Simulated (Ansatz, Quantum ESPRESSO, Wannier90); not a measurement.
# Ballistic channels from Wannier functions: zigzag Ga chain, bond 2.55 Å, width 1.2 Å, part 3 of 5

Aim: a Wannier model and the conductance steps that follow from it, for this wire: zigzag Ga chain, bond 2.55 Å, width 1.2 Å.

Quantum ESPRESSO 7.5 and Wannier90 3.1.0; plane-wave DFT, PBE, GBRV ultrasoft pseudopotentials; cross-check by Ansatz 0.2.0 with PAW datasets.

So far. Step 2 (Self-consistent run): The run needed 17 iterations to bring the estimated error under 1e-07 Ry; the largest force on any atom, held or free, is 0.30 eV/Å.

### 6. Wannier functions and transport

Level of this step: maximally localised Wannier functions and ballistic conductance; plane-wave DFT, PBE, GBRV ultrasoft pseudopotentials (Wannier90).

After disentangling and localising, transport_mode = bulk builds principal layers from hoppings within dist_cutoff and counts open channels.

Input file wan.win:

```
num_wann = 8
num_bands = 33
num_iter = 200
num_print_cycles = 20
conv_tol = 1e-8
conv_window = 5
guiding_centres = true
dis_num_iter = 1500
dis_conv_tol = 1e-8
dis_win_min = -13.1930
dis_win_max = 6.8070
dis_froz_max = -0.6930
search_shells = 120
fermi_energy = -2.1930

transport = true
transport_mode = bulk
one_dim_axis = z
dist_cutoff = 17.9
dist_cutoff_mode = one_dim
tran_win_min = -4.0
tran_win_max = 2.0
tran_energy_step = 0.02

bands_plot = true
bands_num_points = 96
begin kpoint_path
G 0.0 0.0 0.0 Z 0.0 0.0 0.5
end kpoint_path

begin projections
Ga:s;p
end projections

begin unit_cell_cart
ang
  9.0000000000 0.0000000000 0.0000000000
  0.0000000000 8.0000000000 0.0000000000
  0.0000000000 0.0000000000 4.5000000000
end unit_cell_cart

begin atoms_frac
  Ga -0.0666666667 0.0000000000 0.0000000000
  Ga 0.0666666667 0.0000000000 0.5000000000
end atoms_frac

mp_grid = 1 1 8
begin kpoints
  0.0 0.0 0.0000000000
  0.0 0.0 0.1250000000
  0.0 0.0 0.2500000000
  0.0 0.0 0.3750000000
  0.0 0.0 0.5000000000
  0.0 0.0 0.6250000000
  0.0 0.0 0.7500000000
  0.0 0.0 0.8750000000
end kpoints
```

Started as:

```bash
$ OMP_NUM_THREADS=1 wannier90.x wan > wan.run.log
```

The program printed:

```text
[banner, memory and clock lines left out]
+---------------------------------------------------+
             |                                                   |
             |                   WANNIER90                       |
             |                                                   |
             +---------------------------------------------------+
             |                                                   |
             |        Welcome to the Maximally-Localized         |
             |        Generalized Wannier Functions code         |
             |                             |
             |                                                   |
             |                                                   |
             |  Wannier90 Developer Group:                       |
             |    Giovanni Pizzi    (EPFL)                       |
             |    Valerio Vitale    (Cambridge)                  |
             |    David Vanderbilt  (Rutgers University)         |
             |    Nicola Marzari    (EPFL)                       |
             |    Ivo Souza         (Universidad del Pais Vasco) |
             |    Arash A. Mostofi  (Imperial College London)    |
             |    Jonathan R. Yates (University of Oxford)       |
             |                                                   |
             |  For the full list of Wannier90 3.x authors,      |
             |  please check the code documentation and the      |
             |  README on the GitHub page of the code            |
             |                                                   |
             |                                                   |
             |                                                   |
             |  [ref] "Wannier90 as a community code:            |
             |        new features and applications",            |
             |        165902 (2020).                             |
             |            |
             |                                                   |
             |  in any publications arising from the use of      |
             |                                                   |
             |  [ref] "Maximally Localized Generalised Wannier   |
             |         Functions for Composite Energy Bands"     |
             |         N. Marzari and D. Vanderbilt              |
             |         Phys. Rev. B 56 12847 (1997)              |
             |                                                   |
             |  [ref] "Maximally Localized Wannier Functions     |
             |         for Entangled Energy Bands"               |
             |         I. Souza, N. Marzari and D. Vanderbilt    |
             |         Phys. Rev. B 65 035109 (2001)             |
             |                                                   |
             |                                                   |
             | Copyright (c) 1996-2020                           |
             |        The Wannier90 Developer Group and          |
             |        individual contributors                    |
             |                                                   |
             |      Release: 3.1.0        5th March    2020      |
             |                                                   |
             | This program is free software; you can            |
             | redistribute it and/or modify it under the terms  |
             | of the GNU General Public License as published by |
             | the Free Software Foundation; either version 2 of |
             | the License, or (at your option) any later version|
             |                                                   |
             | This program is distributed in the hope that it   |
             | will be useful, but WITHOUT ANY WARRANTY; without |
             | even the implied warranty of MERCHANTABILITY or   |
             | FITNESS FOR A PARTICULAR PURPOSE. See the GNU     |
             | General Public License for more details.          |
             |                                                   |
             | You should have received a copy of the GNU General|
             | Public License along with this program; if not,   |
             | write to the Free Software Foundation, Inc.,      |
             | 675 Mass Ave, Cambridge, MA 02139, USA.           |
             |                                                   |
             +---------------------------------------------------+
             +---------------------------------------------------+

 ******************************************************************************
 * -> Using CODATA 2006 constant values                                       *
 *    (                      *
 * -> Using Bohr value from CODATA                                            *
 ******************************************************************************

 Running in serial (with parallel executable)

                                    ------
                                    SYSTEM
                                    ------

                              Lattice Vectors (Ang)
                    a_1     9.000000   0.000000   0.000000
                    a_2     0.000000   8.000000   0.000000
                    a_3     0.000000   0.000000   4.500000

                   Unit Cell Volume:     324.00000  (Ang^3)

                        Reciprocal-Space Vectors (Ang^-1)
                    b_1     0.698132   0.000000   0.000000
                    b_2     0.000000   0.785398   0.000000
                    b_3     0.000000   0.000000   1.396263

 *----------------------------------------------------------------------------*
 |   Site       Fractional Coordinate          Cartesian Coordinate (Ang)     |
 +----------------------------------------------------------------------------+
 | Ga   1  -0.06667   0.00000   0.00000   |   -0.60000   0.00000   0.00000    |
 | Ga   2   0.06667   0.00000   0.50000   |    0.60000   0.00000   2.25000    |
 *----------------------------------------------------------------------------*
                                ------------
                                K-POINT GRID
                                ------------

             Grid size =  1 x  1 x  8      Total points =    8

 *---------------------------------- MAIN ------------------------------------*
 |  Number of Wannier Functions               :                 8             |
 |  Number of Objective Wannier Functions     :                 8             |
 |  Number of input Bloch states              :                33             |
[...]
Delta: O_D=  0.1967338E-02 O_OD= -0.2902011E+00 O_TOT= -0.2882338E+00 <-- DLTA
 Cycle:     20
[...]
Sum of centres and spreads ( -0.000137, -0.000000,  9.000001 )    23.85672125

     20    -0.127E-02     0.1439306188       23.8567212480       0.34  <-- CONV
        O_D=      0.1464595 O_OD=      5.3915501 O_TOT=     23.8567212 <-- SPRD
 Delta: O_D=  0.1930694E-02 O_OD= -0.3200364E-02 O_TOT= -0.1269671E-02 <-- DLTA
 Cycle:     40
[...]
Sum of centres and spreads ( -0.000140,  0.000000,  9.000007 )    23.85061339

     40    -0.298E-04     0.0225953687       23.8506133943       0.35  <-- CONV
        O_D=      0.1525022 O_OD=      5.3793995 O_TOT=     23.8506134 <-- SPRD
 Delta: O_D= -0.1944661E-03 O_OD=  0.1646200E-03 O_TOT= -0.2984610E-04 <-- DLTA
 Cycle:     60
[...]
Sum of centres and spreads ( -0.000118,  0.000007,  9.000466 )    23.82469595

     60    -0.855E-02     0.3038121807       23.8246959462       0.37  <-- CONV
        O_D=      0.1552351 O_OD=      5.3507492 O_TOT=     23.8246959 <-- SPRD
 Delta: O_D=  0.9413530E-03 O_OD= -0.9490601E-02 O_TOT= -0.8549248E-02 <-- DLTA
 Cycle:     80
[...]
Sum of centres and spreads (  0.005428,  0.000039,  8.999497 )    21.98727671

     80    -0.138E-01     0.6758770756       21.9872767108       0.39  <-- CONV
        O_D=      0.0768852 O_OD=      3.5916799 O_TOT=     21.9872767 <-- SPRD
 Delta: O_D=  0.2723224E-03 O_OD= -0.1411606E-01 O_TOT= -0.1384374E-01 <-- DLTA
 Cycle:    100
[...]
Sum of centres and spreads (  0.000630,  0.000067,  9.000160 )    21.91352471

    100    -0.783E-03     0.1051904200       21.9135247148       0.40  <-- CONV
        O_D=      0.0751520 O_OD=      3.5196611 O_TOT=     21.9135247 <-- SPRD
 Delta: O_D= -0.2970743E-03 O_OD= -0.4859760E-03 O_TOT= -0.7830503E-03 <-- DLTA

 Writing checkpoint file wan.chk... done

 Cycle:    120
[...]
Sum of centres and spreads ( -0.000090,  0.000119,  9.000039 )    21.91015066

    120    -0.208E-04     0.0214047786       21.9101506624       0.42  <-- CONV
        O_D=      0.0743471 O_OD=      3.5170919 O_TOT=     21.9101507 <-- SPRD
 Delta: O_D= -0.4423792E-04 O_OD=  0.2347837E-04 O_TOT= -0.2075955E-04 <-- DLTA
 Cycle:    140
[...]
Sum of centres and spreads ( -0.000122,  0.000209,  9.000007 )    21.90999673

    140    -0.173E-05     0.0074496366       21.9099967311       0.44  <-- CONV
        O_D=      0.0741769 O_OD=      3.5171082 O_TOT=     21.9099967 <-- SPRD
 Delta: O_D=  0.7459299E-05 O_OD= -0.9187071E-05 O_TOT= -0.1727772E-05 <-- DLTA
 Cycle:    160
[...]
Sum of centres and spreads ( -0.000136,  0.000402,  9.000001 )    21.90997229

    160    -0.181E-05     0.0050196575       21.9099722939       0.46  <-- CONV
        O_D=      0.0742049 O_OD=      3.5170558 O_TOT=     21.9099723 <-- SPRD
 Delta: O_D= -0.8854298E-05 O_OD=  0.7048384E-05 O_TOT= -0.1805914E-05 <-- DLTA
 Cycle:    180
[...]
Sum of centres and spreads ( -0.000149,  0.000922,  9.000001 )    21.90988273

    180    -0.700E-05     0.0112349044       21.9098827273       0.47  <-- CONV
        O_D=      0.0742329 O_OD=      3.5169382 O_TOT=     21.9098827 <-- SPRD
 Delta: O_D= -0.1192182E-04 O_OD=  0.4925476E-05 O_TOT= -0.6996348E-05 <-- DLTA
 Cycle:    200
[...]
Sum of centres and spreads ( -0.000057,  0.002063,  8.999998 )    21.90946668

    200    -0.487E-04     0.0393000805       21.9094666823       0.49  <-- CONV
        O_D=      0.0740381 O_OD=      3.5167169 O_TOT=     21.9094667 <-- SPRD
 Delta: O_D=  0.4479184E-04 O_OD= -0.9346306E-04 O_TOT= -0.4867122E-04 <-- DLTA

 Writing checkpoint file wan.chk... done

 Final State
  WF centre and spread    1  ( -0.069896,  0.015414, -0.000030 )     2.89909539
  WF centre and spread    2  ( -1.356606,  0.004878,  0.777319 )     2.76735021
  WF centre and spread    3  ( -1.356754,  0.004892, -0.777312 )     2.76757832
  WF centre and spread    4  ( -0.638079, -0.038932,  0.000009 )     2.52075795
  WF centre and spread    5  (  0.069959, -0.017764,  2.250030 )     2.89907182
  WF centre and spread    6  (  1.356641, -0.005632,  1.472690 )     2.76750413
  WF centre and spread    7  (  1.356787, -0.005645,  3.027301 )     2.76775863
  WF centre and spread    8  (  0.637890,  0.044853,  2.249990 )     2.52035023
  Sum of centres and spreads ( -0.000057,  0.002063,  8.999998 )    21.90946668

         Spreads (Ang^2)       Omega I      =    18.318711663
        ================       Omega D      =     0.074038078
                               Omega OD     =     3.516716941
    Final Spread (Ang^2)       Omega Total  =    21.909466682
 Time for wannierise            0.172 (sec)

 Writing checkpoint file wan.chk... done

 *---------------------------------------------------------------------------*
 |                               PLOTTING                                    |
 *---------------------------------------------------------------------------*

 Translated centres
    translation centre in fractional coordinate:  0.000000  0.000000  0.250000
  WF centre     1  ( -0.069896,  0.015414, -0.000030 )
  WF centre     2  ( -1.356606,  0.004878,  0.777319 )
  WF centre     3  ( -1.356754,  0.004892, -0.777312 )
  WF centre     4  ( -0.638079, -0.038932,  0.000009 )
  WF centre     5  (  0.069959, -0.017764,  2.250030 )
  WF centre     6  (  1.356641, -0.005632,  1.472690 )
  WF centre     7  (  1.356787, -0.005645,  3.027301 )
  WF centre     8  (  0.637890,  0.044853,  2.249990 )

 Calculating interpolated band-structure

 Time to calculate interpolated band structure       0.010 (sec)

 Time for plotting              0.013 (sec)

 *---------------------------------------------------------------------------*
 |                              TRANSPORT                                    |
 *---------------------------------------------------------------------------*

 Calculation of Quantum Conductance and DoS: bulk mode

 Maximum imaginary part of the real-space Hamiltonian:     0.000044

     Maximum real part of the real-space Hamiltonian at each lattice point
            Lattice point R           Max |H_ij(R)|
                  -5                     0.000000
                  -4                     0.009143
                  -3                     0.036321
                  -2                     0.193069
                  -1                     1.896364
                   0                     2.472739
                   1                     1.896364
                   2                     0.193069
                   3                     0.036321
                   4                     0.009143
                   5                     0.000000

 Number of unit cells inside the principal layer:     4
 Number of Wannier Functions inside the principal layer:    32

 Calculating quantum conductance and density of states... done

 Time for transport             1.120 (sec)
 Total Execution Time           1.724 (sec)

 *===========================================================================*
 |                             TIMING INFORMATION                            |
 *===========================================================================*
 |    Tag                                                Ncalls      Time (s)|
 |---------------------------------------------------------------------------|
 |kmesh: get                                        :         1         0.017|
 |overlap: allocate                                 :         1         0.000|
 |overlap: read                                     :         1         0.073|
 |dis: main                                         :         1         0.321|
 |wann: main                                        :         1         0.172|
 |plot: main                                        :         1         0.013|
 |tran: main                                        :         1         1.120|
 *---------------------------------------------------------------------------*

 All done: wannier90 exiting
[key lines of the parts left out:]
|  Fermi energy (eV)                         :            -2.193             |
```

Run time: 2.2 s. Hardware: 1 MPI rank of Arm Neoverse N1, shared host; peak memory 0.08 GiB.

This step gave:

- lead channels at the Fermi level, one spin: 3.000
- total spread: 21.91 Å²
- gauge-invariant spread: 18.32 Å²
- largest misfit to plane-wave levels between mesh points, inside the frozen window: 0.01713 eV

Per spin. Quantum conductance of the perfect wire, open channels against energy, zero at the Fermi level:

| energy (eV) | quantum conductance of the perfect wire, open channels |
| --- | --- |
| -4.000 | 1 |
| -3.800 | 1 |
| -3.600 | 1 |
| -3.400 | 1 |
| -3.200 | 1 |
| -3.000 | 1 |
| -2.800 | 1 |
| -2.600 | 1 |
| -2.400 | 1.000 |
| -2.200 | 8.3e-6 |
| -2.000 | 3.0e-9 |
| -1.800 | 0 |
| -1.600 | 0 |
| -1.400 | 0 |
| -1.200 | 0 |
| -1.020 | 0 |
| -0.800 | 1.0e-9 |
| -0.600 | 5.6e-8 |
| -0.400 | 2 |
| -0.200 | 2 |
| 0.000 | 3.00 |
| 0.200 | 2 |
| 0.400 | 2 |
| 0.600 | 2 |
| 0.800 | 2 |
| 1.000 | 2 |
| 1.200 | 2 |
| 1.400 | 2 |
| 1.600 | 2 |
| 1.800 | 2 |
| 2.000 | 2 |

Wannier functions:

| no. | x (Å) | y (Å) | z (Å) | spread (Å²) |
| --- | --- | --- | --- | --- |
| 1 | -0.0699 | 0.01541 | -3.00e-5 | 2.899 |
| 2 | -1.357 | 0.004878 | 0.7773 | 2.767 |
| 3 | -1.357 | 0.004892 | -0.7773 | 2.768 |
| 4 | -0.6381 | -0.03893 | 9.00e-6 | 2.521 |
| 5 | 0.06996 | -0.01776 | 2.25 | 2.899 |
| 6 | 1.357 | -0.005632 | 1.473 | 2.768 |
| 7 | 1.357 | -0.005645 | 3.027 | 2.768 |
| 8 | 0.6379 | 0.04485 | 2.25 | 2.52 |

Electronic bands along the path, in eV, zero at the Fermi level; # counts the bands kept:

| point | #1 | #2 | #3 | #4 | #5 | #6 | #7 |
| --- | --- | --- | --- | --- | --- | --- | --- |
| Γ | -7.21 | -2.22 | -0.13 | 0.10 | 2.38 | 2.45 | 4.19 |
| halfway | -6.77 | -3.40 | -0.43 | 0.33 | 2.11 | 3.32 | 4.71 |
| Z | -5.43 | -5.43 | 0.61 | 0.61 | 1.66 | 1.66 | 5.07 |

The electronic bands as a text plot (rows in eV, shown from -7.2 to 5.0 only):

```
    4.8 |                   ************************************
    4.3 |***********     ***
    3.8 |           *************
    3.2 |         ****           **********
    2.7 |   ******                         *********
    2.2 |********************************           ********
    1.7 |                                *********          *****
    1.2 |                                         ************
    0.7 |                               ************       ******
    0.2 |*******   *********************          ***********
   -0.3 |*****************************************
   -0.8 |
   -1.3 |
   -1.9 |
   -2.4 |****************
   -2.9 |                ********
   -3.4 |                        *******
   -3.9 |                               *******
   -4.4 |                                      *******
   -4.9 |                                             *******
   -5.4 |                                                    ****
   -5.9 |                                          **********
   -6.4 |                              ************
   -7.0 |******************************
         Γ                                                      Z
```

Bands and channels are those of the Wannier model: bands that were not projected, and all outside the frozen window, are missing or only approximate.

### 7. Neighbour list from wannier90 -pp, with dist_cutoff = 5.4

How much does a setting matter? One run is repeated with a change.

wan_w.win, as its differences from the input of step 6:

```diff
@@ -18,3 +18,3 @@
 one_dim_axis = z
-dist_cutoff = 17.9
+dist_cutoff = 5.4
 dist_cutoff_mode = one_dim
```

Started as:

```bash
$ OMP_NUM_THREADS=1 wannier90.x -pp wan_w > wan_w.pp.log
```

Elapsed: 0.48 s, on 1 MPI rank; peak memory 0.09 GiB.

### 8. Overlaps and projections

The same post-processing, on the changed run.

Input file wan_w.p2w.in:

```
&inputpp
  prefix = 'nscf'
  outdir = './out'
  seedname = 'wan_w'
  write_mmn = .true.
  write_amn = .true.
  write_unk = .false.
/
```

Started as:

```bash
$ OMP_NUM_THREADS=1 mpirun -n 2 pw2wannier90.x -in wan_w.p2w.in > wan_w.p2w.out
```

Elapsed: 8.4 s, on 2 MPI ranks; peak memory 0.15 GiB.

[end of part 3 of 5]

[Logs are printed without paths, hosts, clocks, repeated set-up lines and the standing remarks that a program may print on its own settings, such as how far it seeks lower states.]

[Hosts, paths, dates, database ids (printed as entryN), source tags and the programs' standing remarks are cut or masked in the printed files.]

[Maps of the electrostatic potential energy from Ansatz leave out the sawtooth potential of an applied field or a dipole correction, so their vacuum need not be flat; planar profiles and work functions include it.]
